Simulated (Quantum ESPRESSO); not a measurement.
**CsMgF3 (Pm-3m): zone-centre phonons**

Which modes does CsMgF3 (Pm-3m) have at the zone centre?

Program: Quantum ESPRESSO 7.5. Level of theory: DFT LDA, scalar-relativistic, plane waves, PseudoDojo norm-conserving pseudopotentials. Results are calculated unless marked as measured.

Most raw output is cut from this account.

## Step 1: The starting structure

It takes space group Pm-3m (No. 221, cubic). The conventional cell has a = 4.252 Å, b = 4.252 Å, c = 4.252 Å, α = 90.00°, β = 90.00°, γ = 90.00°. Nearest to Cs lie 12 F at 3.01 Å. Nearest to Mg lie 6 F at 2.13 Å. Nearest to F lie 2 Mg at 2.13 Å and 4 Cs at 3.01 Å. Farther neighbours and most contacts between anions are not listed.

As a file:

```cif
data_structure
_symmetry_space_group_name_H-M 'Pm-3m'
_symmetry_Int_Tables_number 221
_cell_length_a 4.2523
_cell_length_b 4.2523
_cell_length_c 4.2523
_cell_angle_alpha 90.000
_cell_angle_beta 90.000
_cell_angle_gamma 90.000
_cell_volume 76.89
loop_
_atom_site_label
_atom_site_type_symbol
_atom_site_symmetry_multiplicity
_atom_site_Wyckoff_symbol
_atom_site_fract_x
_atom_site_fract_y
_atom_site_fract_z
_atom_site_occupancy
Cs1 Cs 1 a 0.00000 0.00000 0.00000 1
Mg1 Mg 1 b 0.50000 0.50000 0.50000 1
F1 F 3 c 0.00000 0.50000 0.50000 1
```

## Step 2: A first look

A cheap run with smearing and empty bands tells whether the crystal has a gap, which decides between fixed occupations and smearing later on.

probe.in reads:

```
 &control
    calculation='scf',
    prefix='x',
    outdir='./tmp',
    pseudo_dir='./pseudo',
    tprnfor=.true.,
    tstress=.true.,
    verbosity='high',
 /
 &system
    ibrav=1,
    celldm(1)=8.03569563,
    nat=5,
    ntyp=3,
    ecutwfc=92.0,
    occupations='smearing',
    smearing='gaussian',
    degauss=0.01,
 /
 &electrons
    conv_thr=1.0d-07,
    mixing_beta=0.7,
    electron_maxstep=100,
 /
ATOMIC_SPECIES
 Cs    132.9055  Cs.upf
 Mg     24.3050  Mg.upf
 F      18.9984  F.upf
ATOMIC_POSITIONS crystal
 Cs     0.000000000   0.000000000   0.000000000
 Mg     0.500000000   0.500000000   0.500000000
 F      0.000000000   0.500000000   0.500000000
 F      0.500000000   0.000000000   0.500000000
 F      0.500000000   0.500000000   0.000000000
K_POINTS automatic
 4 4 4 0 0 0
```

Run with:

```console
OMP_NUM_THREADS=1 mpirun -n 4 pw.x -nk 4 -in probe.in > probe.out
```

Wall time 17 s (4 MPI ranks of Intel Xeon at 2.70GHz, shared host).

Numbers from this step:

```yaml
volume_per_atom: 15.38 Å³
pressure: -6.867 GPa
gap_on_the_k_mesh: 6.388 eV
```

A gap of 6.4 eV opens on this mesh, so the crystal is taken as an insulator; the start stands at -6.9 GPa.

## Step 3: Relaxation

The relaxation runs at a cutoff a fifth above that of the response, since stress converges more slowly with the basis than frequencies do. Forces and stress are brought to rest with tight thresholds.

relax.in reads:

```
 &control
    calculation='vc-relax',
    prefix='x',
    outdir='./tmp',
    pseudo_dir='./pseudo',
    tprnfor=.true.,
    tstress=.true.,
    forc_conv_thr=2.0d-05,
    etot_conv_thr=1.0d-07,
    nstep=40,
 /
 &system
    ibrav=1,
    celldm(1)=8.03569563,
    nat=5,
    ntyp=3,
    ecutwfc=110,
    occupations='fixed',
    nbnd=22,
 /
 &electrons
    conv_thr=1.0d-11,
    mixing_beta=0.7,
    electron_maxstep=100,
 /
 &ions
 /
 &cell
    press_conv_thr=0.2,
 /
ATOMIC_SPECIES
 Cs    132.9055  Cs.upf
 Mg     24.3050  Mg.upf
 F      18.9984  F.upf
ATOMIC_POSITIONS crystal
 Cs     0.000000000   0.000000000   0.000000000
 Mg     0.500000000   0.500000000   0.500000000
 F      0.000000000   0.500000000   0.500000000
 F      0.500000000   0.000000000   0.500000000
 F      0.500000000   0.500000000   0.000000000
K_POINTS automatic
 6 6 6 0 0 0
```

Run with:

```console
OMP_NUM_THREADS=1 mpirun -n 4 pw.x -nk 4 -in relax.in > relax.out
```

The job ended after 2.8 min (4 MPI ranks).

The steps of the relaxation:

```csv
step,energy less that of the first step (eV),largest force (eV/Å),pressure (GPa),volume (Å³)
1,0.0000,0.0000,-6.88,76.89
2,-0.0995,0.0000,-5.01,74.23
3,-0.1800,0.0000,-1.44,70.34
4,-0.1857,0.0000,0.22,68.89
5,-0.1858,0.0000,-0.01,69.08
6,-0.1858,0.0000,0.00,69.08
7,-0.1857,0.0000,0.01,69.08
```

```csv
"conventional cell, symmetrised",before,after,change
a (Å),4.252,4.103,-3.5 %
b (Å),4.252,4.103,-3.5 %
c (Å),4.252,4.103,-3.5 %
volume (Å³/atom),15.38,13.82,-10.2 %
```

The relaxed structure:

```
Cs Mg F
1.0
     4.10305    0.00000    0.00000
     0.00000    4.10305    0.00000
     0.00000    0.00000    4.10305
Cs Mg F
1 1 3
Direct
  0.00000 0.00000 0.00000
  0.50000 0.50000 0.50000
  0.00000 0.50000 0.50000
  0.50000 0.00000 0.50000
  0.50000 0.50000 0.00000
```

The last row of the table of steps is pw.x's closing run on a basis chosen anew for the final cell, so its energy can jump.

Numbers from this step:

| Property | Result |
| --- | --- |
| volume per atom | 13.82 Å³ |
| pressure | 0.005 GPa |
| gap on the k-mesh | 7.122 eV |

The volume changes by -10.2 % from the cell with which this run began.

## Step 4: Self-consistent run for the response

The response is built on this ground state, so it is converged far tighter than an energy would need. With a gap, occupations are fixed, which also allows the response to an electric field.

scf.in reads:

```
 &control
    calculation='scf',
    prefix='x',
    outdir='./tmp',
    pseudo_dir='./pseudo',
    tprnfor=.true.,
    tstress=.true.,
 /
 &system
    ibrav=1,
    celldm(1)=7.75364939,
    nat=5,
    ntyp=3,
    ecutwfc=92.0,
    occupations='fixed',
    nbnd=22,
 /
 &electrons
    conv_thr=1.0d-12,
    mixing_beta=0.7,
    electron_maxstep=100,
 /
ATOMIC_SPECIES
 Cs    132.9055  Cs.upf
 Mg     24.3050  Mg.upf
 F      18.9984  F.upf
ATOMIC_POSITIONS crystal
 Cs     0.000000000   0.000000000   0.000000000
 Mg     0.500000000   0.500000000   0.500000000
 F      0.000000000   0.500000000   0.500000000
 F      0.500000000   0.000000000   0.500000000
 F      0.500000000   0.500000000   0.000000000
K_POINTS automatic
 8 8 8 0 0 0
```

Run with:

```console
OMP_NUM_THREADS=1 mpirun -n 4 pw.x -nk 4 -in scf.in > scf.out
```

The job ended after 47 s (4 MPI ranks).

This step gave:

```yaml
pressure: -0.006000 GPa
```

The cell stands at -0.0060 GPa, close enough for phonons.

## Step 5: Zone-centre response

At q = 0 one unit cell holds all displacements; symmetry groups them into irreducible representations that are solved one by one. The response to a field gives ε∞ and the Born charges, which polar modes need.

ph.in reads:

```
phonons
 &inputph
    prefix='x',
    outdir='./tmp',
    fildyn='g.dyn',
    tr2_ph=1.0d-18,
    epsil=.true.,
 /
0.000000000000 0.000000000000 0.000000000000
```

Run with:

```console
OMP_NUM_THREADS=1 mpirun -n 4 ph.x -nk 4 -in ph.in > ph.out
```

The job ended after 26 min (4 MPI ranks; 1.7 h of CPU time).

Read from the output:

| Property | Result |
| --- | --- |
| miss of the charge sum rule | 4.00e-4 e |
| largest acoustic frequency at the zone centre before the sum rule | 5.79 cm⁻¹ |
| highest optical zone-centre mode (no LO-TO term) | 338.2 cm⁻¹ |
| lowest optical zone-centre mode | 160.9 cm⁻¹ |
| mean high-frequency dielectric constant | 2.571 |
| largest Born charge in size (third of the trace) | 2.164 e |

Born charge (rows field, columns displacement), before the sum rule (e), principal values of the symmetric part by kind of site:

```csv
atom,atoms with these values,low,middle,high,mean
Cs1,1,1.46,1.46,1.46,1.46
Mg2,1,2.16,2.16,2.16,2.16
F3,3,-1.21,-1.21,-1.21,-1.21
```

In full for Cs1:

```
1.46 0.00 0.00
0.00 1.46 0.00
0.00 0.00 1.46
```

High-frequency dielectric tensor:

```
2.57 0.00 0.00
0.00 2.57 0.00
0.00 0.00 2.57
```

The acoustic modes at Γ come out as far as 5.8 cm⁻¹ from zero, where they should vanish, a small numerical error; the Born charges miss their sum rule by 4.0e-4 e, which is good.

## Step 6: Zone-centre analysis

A rigid shift of the crystal must cost nothing, but grids and finite bases break this; the acoustic sum rule is imposed before the matrix is diagonalised again. With Born charges the intensities follow, and the static dielectric tensor.

dynmat.in reads:

```
 &input
    fildyn='g.dyn',
    asr='simple',
    fileig='dynmat.eig',
    lperm=.true.,
 /
```

Run with:

```console
dynmat.x -in dynmat.in > dynmat.out
```

Elapsed: 0.71 s, on 1 thread.

Read from the output:

| Property | Result |
| --- | --- |
| highest optical zone-centre mode (no LO-TO term) | 338.1 cm⁻¹ |
| lowest optical zone-centre mode | 160.7 cm⁻¹ |
| mean static dielectric constant | 6.925 |

Unit eigenvectors of the mass-weighted matrix after the sum rule; no LO-TO term. The modes at Γ (shares of kinetic energy by element, %):

```csv
mode,frequency (cm⁻¹),symmetry,Cs %,Mg %,F %
1,0.0,acoustic,62,11,27
2,0.0,acoustic,62,11,27
3,0.0,acoustic,62,11,27
4,160.7,T1u,37,21,41
5,160.7,T1u,37,21,41
6,160.7,T1u,37,21,41
7,226.7,T2u,0,0,100
8,226.7,T2u,0,0,100
9,226.7,T2u,0,0,100
10,276.0,T1u,0,43,57
11,276.0,T1u,0,43,57
12,276.0,T1u,0,43,57
13,338.1,T1u,0,25,75
14,338.1,T1u,0,25,75
15,338.1,T1u,0,25,75
```

Displacements in mode 6 (160.7 cm⁻¹), the largest set to 1:
```
Cs1 -0.01  0.06  0.49
Mg2  0.01 -0.11 -0.86
F3   0.01 -0.08 -0.66
F4   0.01 -0.13 -0.66
F5   0.01 -0.08 -1.00
```

Displacements in mode 15 (338.1 cm⁻¹), the largest set to 1:
```
Cs1  0.00  0.00  0.03
Mg2  0.00  0.00 -0.54
F3   0.00  0.00 -0.25
F4   0.00  0.00 -0.25
F5   0.00  0.00  1.00
```

Degenerate modes summed, no LO-TO term. Infrared lines, with heights relative to the strongest:

```csv
position (cm⁻¹),lines merged,label,"IR intensity, relative"
161,3,T1u,10
227,3,T2u,0.0
276,3,T1u,100
338,3,T1u,35
```

Static dielectric tensor (ions relaxed, fixed cell):

```
6.93 0.00 0.00
0.00 6.93 0.00
0.00 0.00 6.93
```

The rule moves no optical mode by more than 0.3 cm⁻¹.

## Step 7: Sum rules set otherwise: a sum rule for molecules or wires on a crystal

This rule also removes rotations, which suits wires and not a crystal; it is tried to see the harm.

dynmat.in reads:

```
 &input
    fildyn='g.dyn',
    asr='one-dim',
    fileig='dynmat.eig',
    lperm=.true.,
 /
```

Run with:

```console
dynmat.x -in dynmat.in > dynmat.out
```

Run time: 0.64 s. Hardware: 1 thread.

The run ended normally, but on settings that are not sound.

The fault: a sum rule for molecules or wires on a crystal; 1 optical mode is projected out to zero frequency, as if it were a rotation.

For a crystal the rule has to be 'simple' or 'crystal'.

Zone-centre frequencies as printed; negative means imaginary. Modes:

```csv
mode,frequency (cm⁻¹)
1,0
2,0
3,0
4,0
5,160.8
6,160.8
7,207.2
8,226.7
9,226.7
10,268.8
11,276.2
12,276.2
13,338.2
14,338.2
15,338.3
```

## Step 8: Sum rules set otherwise (asr crystal)

The rule can be imposed in more than one way; the choices should agree where the raw error is small.

dynmat.in reads:

```
 &input
    fildyn='g.dyn',
    asr='crystal',
    fileig='dynmat.eig',
    lperm=.true.,
 /
```

Run with:

```console
dynmat.x -in dynmat.in > dynmat.out
```

Run time: 0.66 s. Hardware: 1 thread.

This step gave:

* highest optical zone-centre mode (no LO-TO term): 338.2 cm⁻¹
* lowest optical zone-centre mode: 160.8 cm⁻¹
* mean static dielectric constant: 6.919

Zone-centre frequencies as printed; negative means imaginary. Modes:

```csv
mode,frequency (cm⁻¹)
1,0
2,0
3,0
4,160.8
5,160.8
6,160.8
7,226.7
8,226.7
9,226.7
10,276.2
11,276.2
12,276.2
13,338.2
14,338.2
15,338.2
```

Against the first rule no mode moves by more than 0.3 cm⁻¹.

## Step 9: The LO-TO splitting (1 0 0)

A longitudinal polar mode sets up a macroscopic field that stiffens it; the term hangs on the direction from which q goes to zero.

dynmat.in reads:

```
 &input
    fildyn='g.dyn',
    asr='simple',
    fileig='dynmat.eig',
    q(1)=1.0,
    q(2)=0.0,
    q(3)=0.0,
 /
```

Run with:

```console
dynmat.x -in dynmat.in > dynmat.out
```

It took 0.67 s on 1 thread.

This step gave:

```yaml
highest_mode_moved_by_the_lo_to_term: 455.7 cm⁻¹
```

Zone-centre frequencies as printed; negative means imaginary. Modes:

```csv
mode,frequency (cm⁻¹)
1,0
2,0
3,0
4,160.7
5,160.7
6,169.2
7,226.7
8,226.7
9,226.7
10,276
11,276
12,319.2
13,338.1
14,338.1
15,455.7
```

The field moves 3 modes; the highest of them now lies at 456 cm⁻¹, where the highest that moved away lay at 338.

## Step 10: Outcome

| Quantity | Value |
| --- | --- |
| space group after relaxation | Pm-3m |
| volume per atom | 13.8 Å³ |
| gap on the k-mesh | 7.12 eV |
| highest optical zone-centre mode (no LO-TO term) | 338.1 cm⁻¹ |
| lowest optical zone-centre mode | 160.7 cm⁻¹ |
| highest mode moved by the LO-TO term | 455.7 cm⁻¹ |
| mean high-frequency dielectric constant | 2.57 |
| largest Born charge in size (third of the trace) | 2.16 e |
| mean static dielectric constant | 6.93 |
| imaginary optical modes at the zone centre (no q mesh in this session) | none |

In words: At the LDA level the optical modes of CsMgF3 (Pm-3m) at the zone centre (no LO-TO term) run from 161 to 338 cm⁻¹. Along the directions run, the highest mode that the macroscopic field moves lies at 456 cm⁻¹. Lattice motion raises the mean dielectric constant from 2.571 to 6.925. Of the 12 optical modes, 9 are infrared active alone and 3 are silent. These are harmonic frequencies at zero temperature: anharmonic shifts and linewidths and thermal expansion are left out. Spin-orbit coupling is left out, which can matter for the heavy elements here. The structure comes from a database and need not be the phase that is stable at ambient conditions.

[Host names and launcher messages were left out of these logs when they were recorded.]

[Logs are printed without paths, hosts, clocks, repeated set-up lines and the standing remarks that a program may print on its own settings, such as how far it seeks lower states.]

[Hosts, paths, dates, database ids (printed as entryN), source tags and the programs' standing remarks are cut or masked in the printed files.]
